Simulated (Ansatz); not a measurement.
# Si on Al(110): change of the work function, part 3 of 5

How does Si on the top site change the work function of Al(110) as the layer fills?

Ansatz 0.2.0; plane-wave DFT, PBE-D3(BJ), Ansatz PAW.

So far, work function, upper face (eV): step 2 (the clean slab) 4.00; step 3 (46 atoms, coverage 0.111 ML, cell 3x3) 4.34.

### 4. Adsorbate added, k-mesh 4×5×1, coverage 0.25 ML

System of this step: Si/Al(110). The cell holds 21 atoms: 20 Al and 1 Si. Its edges and angles: a = 8.100 Å, b = 5.728 Å, c = 26.008 Å, α = 90.0°, β = 90.0°, γ = 90.0°. Vacuum lies along c.

Another coverage, to see how the dipoles act on each other as their distance changes.

input.yaml reads:

```yaml
crystal:
  lattice:
    - [8.1, 0.0, 0.0]
    - [0.0, 5.7275649276, 0.0]
    - [0.0, 0.0, 26.0083380696]
  atoms:
    - { symbol: Al, position: [0.0, 0.0, 0.3460428719] }
    - { symbol: Al, position: [0.25, 0.25, 0.4010979557] }
    - { symbol: Al, position: [0.0, 0.0, 0.4539409147] }
    - { symbol: Al, position: [0.25, 0.25, 0.509902513] }
    - { symbol: Al, position: [0.0, 0.0, 0.5602948574] }
    - { symbol: Al, position: [0.0, 0.5, 0.3460428719] }
    - { symbol: Al, position: [0.25, 0.75, 0.4010979557] }
    - { symbol: Al, position: [0.0, 0.5, 0.4539409147] }
    - { symbol: Al, position: [0.25, 0.75, 0.509902513] }
    - { symbol: Al, position: [0.0, 0.5, 0.5602948574] }
    - { symbol: Al, position: [0.5, 0.0, 0.3460428719] }
    - { symbol: Al, position: [0.75, 0.25, 0.4010979557] }
    - { symbol: Al, position: [0.5, 0.0, 0.4539409147] }
    - { symbol: Al, position: [0.75, 0.25, 0.509902513] }
    - { symbol: Al, position: [0.5, 0.0, 0.5602948574] }
    - { symbol: Al, position: [0.5, 0.5, 0.3460428719] }
    - { symbol: Al, position: [0.75, 0.75, 0.4010979557] }
    - { symbol: Al, position: [0.5, 0.5, 0.4539409147] }
    - { symbol: Al, position: [0.75, 0.75, 0.509902513] }
    - { symbol: Al, position: [0.5, 0.5, 0.5602948574] }
    - { symbol: Si, position: [0.0, 0.0, 0.6539571281] }
kpoints:
  mp_grid: { grid: [4, 5, 1] }
hamiltonian:
  xc: pbe
  dispersion: d3bj
scf:
  occupations: { method: fermi_dirac, width: 0.1 }
  convergence: { dr2_threshold: 1.0e-08 }
efield:
  axis: 3
  dipole_correction: true
  ramp_position: 0.97
  ramp_width: 0.06
relax:
  f_tol: 0.02
  max_steps: 60
  constraints: [{ sites: [0, 1, 5, 6, 10, 11, 15, 16] }]
output:
  bader: true
  dos: { projected: true, e_range: [-8, 4] }
  write_potential: true
  write_density: true
  volumetric_format: npy
  elf: true
```

The run is started by

```sh
$ ansatz run input.yaml --threads 4 --pin off --max-ram 6144MiB --backend cpu --events-out ev --progress --plain --runs-dir out
```

Numbers of over 12 decimals in the logs are rounded to 6 here.

The program printed:

```text
[...]
Crystal: 21 atoms, lattice volume = 1206.612 Å³
Basis set: ecut = 420 eV, 23651 PW (Γ), exchange–correlation on 120×80×360 points (8 copies of the dense FFT grid, shifted against one another)
Bands: 53, of which v1, the nominal top of the filled ones, is band 32 counted from 1 (31 counted from 0)
Symmetry: 4 space group operations
[...]
k-points: 9 of 20
[...]
SCF iter   1: F=—  HF=-11382.725716 eV  |F-HF|=—  |Δ(HF+E_count)|=         —  Δρ=1.89e-3  dr2=5.61e-1  ethr=1.77e-3  p=-0.106 e·Å  D=-1.59e-2 V/Å  ΔV_dip=0.41 eV  dr2_dipole=1.75e-1  V_vac-E_F(+/−)=4.41/4.00 eV  ⟨swp⟩=11.3  Hψ=2935  notcnv=0  defer=1
[...]
SCF iter   8: F=-11382.711714 eV  HF=-11382.711714 eV  |F-HF|=2.39e-8  |Δ(HF+E_count)|=   8.96e-8  Δρ=5.29e-7  dr2=9.62e-9  ethr=1.56e-11  p=-0.132 e·Å  D=-1.99e-2 V/Å  ΔV_dip=0.52 eV  dr2_dipole=1.01e-10  V_vac-E_F(+/−)=4.54/4.02 eV  ⟨swp⟩=17.3  Hψ=3719  notcnv=0
SCF 1 converged in 8 iterations: F = -11382.711714 eV  dr2 = 9.62e-9
[...]
relax step   1: F+E_penalty+E_count = -11382.71171370 eV  Δ(F+E_penalty+E_count) = +0.000e0 eV  max|allowed force component| = 7.238e-1 eV/Å  Δτ_max = 0.0000 Å  (8 SCF iters, accepted)
[...]
SCF iter   8: F=-11382.836350 eV  HF=-11382.836350 eV  |F-HF|=1.70e-8  |Δ(HF+E_count)|=   1.22e-7  Δρ=5.97e-7  dr2=9.51e-9  ethr=3.53e-12  p=-0.145 e·Å  D=-2.18e-2 V/Å  ΔV_dip=0.57 eV  dr2_dipole=1.31e-11  V_vac-E_F(+/−)=4.59/4.02 eV  ⟨swp⟩=14.0  Hψ=3719  notcnv=0
SCF 2 converged in 8 iterations: F = -11382.836350 eV  dr2 = 9.51e-9
[...]
relax step   2: F+E_penalty+E_count = -11382.83635039 eV  Δ(F+E_penalty+E_count) = -1.246e-1 eV  max|allowed force component| = 2.162e-1 eV/Å  Δτ_max = 0.1943 Å  (8 SCF iters, accepted)
SCF iter   1: F=—  HF=-11382.874662 eV  |F-HF|=—  |Δ(HF+E_count)|=         —  Δρ=1.66e-3  dr2=5.35e-2  ethr=3.08e-3  p=-0.145 e·Å  D=-2.18e-2 V/Å  ΔV_dip=0.57 eV  dr2_dipole=4.76e-4  V_vac-E_F(+/−)=4.60/4.03 eV  ⟨swp⟩=4.2  Hψ=1245  notcnv=0  defer=6
[...]
SCF iter   8: F=-11382.865186 eV  HF=-11382.865186 eV  |F-HF|=7.98e-9  |Δ(HF+E_count)|=   5.23e-8  Δρ=4.46e-7  dr2=7.81e-9  ethr=1.56e-11  p=-0.147 e·Å  D=-2.21e-2 V/Å  ΔV_dip=0.57 eV  dr2_dipole=3.01e-10  V_vac-E_F(+/−)=4.60/4.02 eV  ⟨swp⟩=16.7  Hψ=3612  notcnv=0
SCF 3 converged in 8 iterations: F = -11382.865186 eV  dr2 = 7.81e-9
[...]
relax step   3: F+E_penalty+E_count = -11382.86518620 eV  Δ(F+E_penalty+E_count) = -2.884e-2 eV  max|allowed force component| = 9.667e-2 eV/Å  Δτ_max = 0.1337 Å  (8 SCF iters, accepted)
[...]
relax step   4: F+E_penalty+E_count = -11382.86683453 eV  Δ(F+E_penalty+E_count) = -1.648e-3 eV  max|allowed force component| = 3.881e-2 eV/Å  Δτ_max = 0.0354 Å  (7 SCF iters, accepted)
SCF iter   1: F=—  HF=-11382.866644 eV  |F-HF|=—  |Δ(HF+E_count)|=         —  Δρ=1.13e-4  dr2=2.00e-3  ethr=1.25e-5  p=-0.147 e·Å  D=-2.20e-2 V/Å  ΔV_dip=0.57 eV  dr2_dipole=4.72e-4  V_vac-E_F(+/−)=4.60/4.02 eV  ⟨swp⟩=2.0  Hψ=1066  notcnv=0  defer=8
[...]
SCF iter   6: F=-11382.867115 eV  HF=-11382.867115 eV  |F-HF|=7.55e-9  |Δ(HF+E_count)|=   4.75e-8  Δρ=3.18e-7  dr2=4.08e-9  ethr=1.56e-11  p=-0.147 e·Å  D=-2.20e-2 V/Å  ΔV_dip=0.57 eV  dr2_dipole=3.74e-11  V_vac-E_F(+/−)=4.60/4.02 eV  ⟨swp⟩=10.0  Hψ=3096  notcnv=0
SCF 5 converged in 6 iterations: F = -11382.867115 eV  dr2 = 4.08e-9
relax step   5: F+E_penalty+E_count = -11382.86711464 eV  Δ(F+E_penalty+E_count) = -2.801e-4 eV  max|allowed force component| = 8.271e-3 eV/Å  Δτ_max = 0.0067 Å  (6 SCF iters, accepted)
[...]
SCF converged after 6 iterations
Free energy (F): -11382.867115 eV
[...]
Internal energy: -11382.495248 eV  (E = F + TS)
E sigma→0 (E₀):  -11382.681181 eV
Entropy (-TS):   -0.371866 eV (-17.708 meV/atom)
Fermi energy:    -0.707009 eV
Dipole field:    D = -0.021976 V/Å  (p = -0.146541 e·Å, saw-weighted, corrected)
Work function:   Φ+ = 4.5959 eV   Φ− = 4.0244 eV
[...]
--- Forces (eV/Å), atoms counted from 1 ---
  atom   1  Al     0.00000000     0.00000000     0.09382367
  atom   2  Al     0.00339022     0.04036040    -0.20320186
  atom   3  Al     0.00000000     0.00000000    -0.00260308
  atom   4  Al     0.00066809     0.00051206     0.00048966
  atom   5  Al     0.00000000     0.00000000    -0.00741866
  atom   6  Al     0.00000000     0.00000000     0.29525739
  atom   7  Al     0.00339022    -0.04036040    -0.20320186
  atom   8  Al     0.00000000     0.00000000    -0.00049010
  atom   9  Al     0.00066809    -0.00051206     0.00048966
  atom  10  Al     0.00000000     0.00000000     0.00265748
  atom  11  Al     0.00000000     0.00000000     0.25854480
  atom  12  Al    -0.00339022     0.04036040    -0.20320186
  atom  13  Al     0.00000000     0.00000000     0.00050196
  atom  14  Al    -0.00066809     0.00051206     0.00048966
  atom  15  Al     0.00000000     0.00000000    -0.00009446
  atom  16  Al     0.00000000     0.00000000     0.16156778
  atom  17  Al    -0.00339022    -0.04036040    -0.20320186
  atom  18  Al     0.00000000     0.00000000    -0.00014186
  atom  19  Al    -0.00066809    -0.00051206     0.00048966
  atom  20  Al     0.00000000     0.00000000     0.00094992
  atom  21  Si     0.00000000     0.00000000     0.00827064
  max |Σ_I F_I| component: 2.33e-5 eV/Å
--- Band table (eV; the first three rows and the last of 9) ---
  k-point 0: bands = [... 28 lower, -1.6639, -1.5914, -1.3996, -1.1423, -1.0223, -0.3992, -0.2548, -0.0860, ... 17 higher]
  k-point 1: bands = [... 28 lower, -1.5010, -1.3723, -1.3090, -0.9915, -0.8768, -0.6750, -0.5717, -0.4755, ... 17 higher]
  k-point 2: bands = [... 28 lower, -0.9846, -0.9671, -0.8221, -0.6725, -0.5198, -0.3480, -0.2255, -0.0961, ... 17 higher]
  k-point 8: bands = [... 28 lower, -1.5620, -0.9967, -0.7628, -0.5438, -0.4913, -0.4096, -0.3441, 0.1455, ... 17 higher]
--- Relaxed structure (5 steps of the walk, 5 accepted, 0 SCFs on fresh bases) ---
  F+E_penalty+E_count = -11382.86711464 eV   max|allowed force component| = 8.271e-3 eV/Å
  atoms:
    - { symbol: Al, position: [0.0, 0.0, 0.346043] }
    - { symbol: Al, position: [0.250000, 0.250000, 0.4010979557] }
    - { symbol: Al, position: [0.0, 0.0, 0.451873] }
    - { symbol: Al, position: [0.251616, 0.254125, 0.510694] }
    - { symbol: Al, position: [0.0, 0.0, 0.552220] }
    - { symbol: Al, position: [0.0, 0.500000, 0.346043] }
    - { symbol: Al, position: [0.250000, 0.750000, 0.4010979557] }
    - { symbol: Al, position: [0.0, 0.500000, 0.456947] }
    - { symbol: Al, position: [0.251616, 0.745875, 0.510694] }
    - { symbol: Al, position: [0.0, 0.500000, 0.572359] }
    - { symbol: Al, position: [0.500000, 0.0, 0.346043] }
    - { symbol: Al, position: [0.750000, 0.250000, 0.4010979557] }
    - { symbol: Al, position: [0.500000, 0.0, 0.455026] }
    - { symbol: Al, position: [0.748384, 0.254125, 0.510694] }
    - { symbol: Al, position: [0.500000, 0.0, 0.562893] }
    - { symbol: Al, position: [0.500000, 0.500000, 0.346043] }
    - { symbol: Al, position: [0.750000, 0.750000, 0.4010979557] }
    - { symbol: Al, position: [0.500000, 0.500000, 0.454295] }
    - { symbol: Al, position: [0.748384, 0.745875, 0.510694] }
    - { symbol: Al, position: [0.500000, 0.500000, 0.562415] }
    - { symbol: Si, position: [0.0, 0.0, 0.642027] }
--- Bader charges: 21 sites ---
  site symbol  charge [e]  shift [e]
     0     Al      0.0515     0.0004
     1     Al     -0.0176     0.0000
     2     Al     -0.0071     0.0012
     3     Al      0.0035     0.0008
     4     Al      0.3385     0.0042
     5     Al      0.0250     0.0000
     6     Al     -0.0176     0.0000
     7     Al     -0.0175     0.0000
     8     Al      0.0034     0.0008
     9     Al      0.1722     0.0000
    10     Al      0.0345     0.0001
    11     Al     -0.0176     0.0000
    12     Al     -0.0590     0.0001
    13     Al      0.0035     0.0008
    14     Al      0.0590     0.0001
    15     Al      0.0474     0.0001
    16     Al     -0.0176     0.0000
    17     Al     -0.0831     0.0002
    18     Al      0.0034     0.0008
    19     Al      0.0593     0.0001
    20     Si     -0.5641     0.0003
  estimated error of the sums over rays = 4.9e-4 e
```

It took 1.7 min on 4 threads of Arm Neoverse V2, shared host; peak memory 1.9 GiB; 6.6 min of CPU time.

The steps of the relaxation:

```csv
step,energy less that of the first step (eV),largest force component (eV/Å)
1,0.0000,0.7238
2,-0.1246,0.2162
3,-0.1535,0.0967
4,-0.1551,0.0388
5,-0.1554,0.0083
```

Forces are held to the 4 operations that the run works with; a distortion that breaks them can't arise in this run.

The atoms that moved most (Å):

| atom | dx | dy | dz | length |
| --- | --- | --- | --- | --- |
| Al10 | 0.000 | 0.000 | 0.314 | 0.314 |
| Si21 | 0.000 | 0.000 | -0.310 | 0.310 |
| Al5 | 0.000 | 0.000 | -0.210 | 0.210 |
| Al8 | 0.000 | 0.000 | 0.078 | 0.078 |
| Al15 | 0.000 | 0.000 | 0.068 | 0.068 |
| Al20 | 0.000 | 0.000 | 0.055 | 0.055 |
| Al3 | 0.000 | 0.000 | -0.054 | 0.054 |
| Al19 | -0.013 | -0.024 | 0.021 | 0.034 |

The relaxed structure:

```cif
data_structure
_symmetry_space_group_name_H-M 'P 1'
_symmetry_Int_Tables_number 1
_cell_length_a 8.1000
_cell_length_b 5.7276
_cell_length_c 26.0083
_cell_angle_alpha 90.000
_cell_angle_beta 90.000
_cell_angle_gamma 90.000
_cell_volume 1206.61
loop_
_atom_site_label
_atom_site_type_symbol
_atom_site_fract_x
_atom_site_fract_y
_atom_site_fract_z
_atom_site_occupancy
Al1 Al 0.00000 0.00000 0.34604 1
Al2 Al 0.25000 0.25000 0.40110 1
Al3 Al 0.00000 0.00000 0.45187 1
Al4 Al 0.25162 0.25412 0.51069 1
Al5 Al 0.00000 0.00000 0.55222 1
Al6 Al 0.00000 0.50000 0.34604 1
Al7 Al 0.25000 0.75000 0.40110 1
Al8 Al 0.00000 0.50000 0.45695 1
Al9 Al 0.25162 0.74588 0.51069 1
Al10 Al 0.00000 0.50000 0.57236 1
Al11 Al 0.50000 0.00000 0.34604 1
Al12 Al 0.75000 0.25000 0.40110 1
Al13 Al 0.50000 0.00000 0.45503 1
Al14 Al 0.74838 0.25412 0.51069 1
Al15 Al 0.50000 0.00000 0.56289 1
Al16 Al 0.50000 0.50000 0.34604 1
Al17 Al 0.75000 0.75000 0.40110 1
Al18 Al 0.50000 0.50000 0.45430 1
Al19 Al 0.74838 0.74588 0.51069 1
Al20 Al 0.50000 0.50000 0.56241 1
Si21 Si 0.00000 0.00000 0.64203 1
```

Numbers from this step:

```
energy at zero smearing        : -11382.6812 eV
work function, upper face      : 4.596 eV
work function, lower face      : 4.024 eV
dipole along the normal        : -0.1465 e·Å
step between the vacuum levels : 0.5716 eV
```

The density of states has structure finer than the step of the table below, so its rows give means over 0.25 eV, whole bins alone (the curve runs from -8 to 1.98 eV). Peaks (eV: height): -7.010: 32.4, -3.790: 15.3, -2.080: 15.3, -0.120: 36.6, 0.240: 18.0, 0.870: 14.9, 1.350: 18.2.

The density of states by energy, zero at the Fermi level; means over each step:

energy (eV), density of states (states/eV a cell) and a bar from the least value:
```
    -7.75        5.2 ####
    -7.50        4.4 #
    -7.25        4.1 
    -7.00        7.2 ##########
    -6.75        4.8 ##
    -6.50        5.4 ####
    -6.25        4.6 ##
    -6.00        5.7 #####
    -5.75        5.2 ###
    -5.50        7.2 ##########
    -5.25        6.7 ########
    -5.00        5.7 #####
    -4.75        5.8 #####
    -4.50        6.3 #######
    -4.25        7.7 ###########
    -4.00        4.5 #
    -3.75        8.7 ##############
    -3.50        5.3 ####
    -3.25        9.2 ###############
    -3.00        4.6 ##
    -2.75        8.1 ############
    -2.50        9.6 #################
    -2.25       11.0 #####################
    -2.00       11.7 #######################
    -1.75        5.2 ###
    -1.50        7.9 ############
    -1.25       10.1 ##################
    -1.00       10.1 ##################
    -0.75        8.8 ##############
    -0.50        6.8 ########
    -0.25        9.7 #################
     0.00       11.0 #####################
     0.25       13.9 ##############################
     0.50       11.8 #######################
     0.75       12.7 ##########################
     1.00       10.6 ####################
     1.25       12.5 ##########################
     1.50        9.5 ################
     1.75        9.2 ###############
```

Projected DOS per atom over height of the atomic layer and energy from the Fermi level. Layers: Al4 Al4 Al4 Al4 Al3 Al Si from below.

Ten even steps from '0' (0.12 states/eV) to '9' (2.05 states/eV), each cell a mean:
```
2111123
3111225
2111114
2121226
2001139
1000115
1111123
1111112
1111113
2111221
1101111
1101110
1111110
0110000
1000000
0000000
0111000
0000000
0000000
0000003
0000002
0000000
```
Columns: height of the atomic layer (Å) from 9 to 16.7 (not evenly spaced); rows upwards: energy from the Fermi level (eV) from -7.96 to 1.95.

ELF in the ca plane at fractional y = 0.000, with atoms of Al and Si within 0.2 Å of it. It is the smooth field of the valence electrons, not physical close to the nuclei.

Ten even steps from '0' (0.00) to '9' (0.97), each cell a mean:
```
87221366640115775011598647899986310000000000
87533666663136676423688768999975310000000000
66666666665445566655566778999864200000000000
34455565554334556654334567887642100000000000
11234555543223455542212235555421000000000000
01224555543223455532111111222110000000000000
22345555543334456544321000000000000000000000
56666665555455556666654210000000000000000000
77656666665346666665677521000000000000000000
87311466652014666411278742000000000000000000
87242256640213665214268752000000000000000000
87221256651104666312268752000000000000000000
87533566663235666643477631000000000000000000
67766665665555566666665310000000000000000000
34555665554444556655432100000000000000000000
11234555543223455543211000111000000000000000
01224555543223455532111123443211000000000000
22345555544333456543223456776532100000000000
45666666655444566655555678998763100000000000
77655666664346667644677778999875210000000000
87311466651015775201688757999986310000000000
87242256630204774021599657899986310000000000
```
Columns run along c (16.0 Å, from fractional 0.30 to 0.91 of the cell), rows up along a (8.1 Å). Atoms in or near the plane, at fractional coordinates: Al at (0.35, 0.00), Al at (0.45, 0.00), Al at (0.55, 0.00), Al at (0.35, 0.50), Al at (0.46, 0.50), Al at (0.56, 0.50), Si at (0.64, 0.00).

Valence density in the ca plane at fractional y = 0.000, with atoms of Al and Si within 0.2 Å of it. It is the smooth field of the valence electrons, not physical close to the nuclei.

Ten even steps from '0' (0.00 e/Å³) to '9' (0.51 e/Å³), each cell a mean:
```
22211344431124554212479733663100000000000000
12223444443234444323456666642000000000000000
11233433443333344433333444421000000000000000
01122333333223334332111122110000000000000000
00112233332222333321100000000000000000000000
00012233332222333321100000000000000000000000
00112333332222333321100000000000000000000000
01223333333333333332210000000000000000000000
12233443343334334433221000000000000000000000
12222343442123444322221000000000000000000000
22211244431113444311122100000000000000000000
22211344432113444321222100000000000000000000
12223443443234434432221000000000000000000000
11233433333333333433211000000000000000000000
01122333333333333332110000000000000000000000
00112233332222333321100000000000000000000000
00012233332222333321100000000000000000000000
00112333332222333321111111100000000000000000
01223333333333344432222233210000000000000000
12233444443334444433344566531000000000000000
12222344442124444222467755762100000000000000
22111244431114554111489722673100000000000000
```
Columns run along c (16.0 Å, from fractional 0.30 to 0.91 of the cell), rows up along a (8.1 Å). Atoms in or near the plane, at fractional coordinates: Al at (0.35, 0.00), Al at (0.45, 0.00), Al at (0.55, 0.00), Al at (0.35, 0.50), Al at (0.46, 0.50), Al at (0.56, 0.50), Si at (0.64, 0.00).

Electrostatic potential energy in the ca plane at fractional y = 0.000, with atoms of Al and Si within 0.2 Å of it. With pseudopotentials it is smooth inside the atoms' cores, unlike the true potential.

Ten even steps from '0' (-20 eV) to '9' (4 eV), each cell a mean:
```
62143047512411561242153000038999999999999999
74100367630014774101376200168999999999999999
87545688865457887545788655689999999999999999
98888888888888888788899888899999999999999999
99998887788888878889999999999999999999999999
99999887788988877889999999999999999999999999
99988888888888888888899999999999999999999999
98767788877677888776789999999999999999999999
86312478763125787521258999999999999999999999
73021157620211676112026899999999999999999999
61254047512530475035206899999999999999999999
62143047611421575024116899999999999999999999
74100268741003687300147899999999999999999999
87545688875456888654578999999999999999999999
98888888888888888888889999999999999999999999
99999887788888878889999999999999999999999999
99999887788988877889999999999999999999999999
99888888888888888888999999999999999999999999
98767788876677887767898877789999999999999999
86322578752136776322577421479999999999999999
73021157611202662021265000048999999999999999
61254046404521551364142000027999999999999999
```
Columns run along c (16.0 Å, from fractional 0.30 to 0.91 of the cell; values clipped at the 3rd and 97th percentile), rows up along a (8.1 Å). Atoms in or near the plane, at fractional coordinates: Al at (0.35, 0.00), Al at (0.45, 0.00), Al at (0.55, 0.00), Al at (0.35, 0.50), Al at (0.46, 0.50), Al at (0.56, 0.50), Si at (0.64, 0.00).

The relaxation took 5 steps and lowered the energy by 0.16 eV; the largest force on the free atoms ends at 0.0083 eV/Å.

By hand: a sheet of dipoles makes a step −p/(ε₀A) in the electron's potential. With e/ε₀ = 180.95 V·Å, p = -0.1465 e·Å and A = 46.39 Å², that is −180.95 × (-0.1465) / 46.39 = +0.572 eV, and the two vacuum levels of the run differ by +0.572 eV.

The covered face has 4.60 eV, +0.59 eV against the clean one; the bare back face has moved by +0.03 eV, a measure of how thin the slab is.

(Part 3 of 5 ends here.)

[Logs are printed without paths, hosts, clocks, repeated set-up lines and the standing remarks that a program may print on its own settings, such as how far it seeks lower states.]

[Hosts, paths, dates, database ids (printed as entryN), source tags and the programs' standing remarks are cut or masked in the printed files.]

[Maps of the electrostatic potential energy from Ansatz leave out the sawtooth potential of an applied field or a dipole correction, so their vacuum need not be flat; planar profiles and work functions include it.]

[The density of states shown here was stored with 400 of the rows of the run's finer table, so its peaks can read low, often by over a quarter, or be missed, and its means over a window can be off by a tenth or more.]
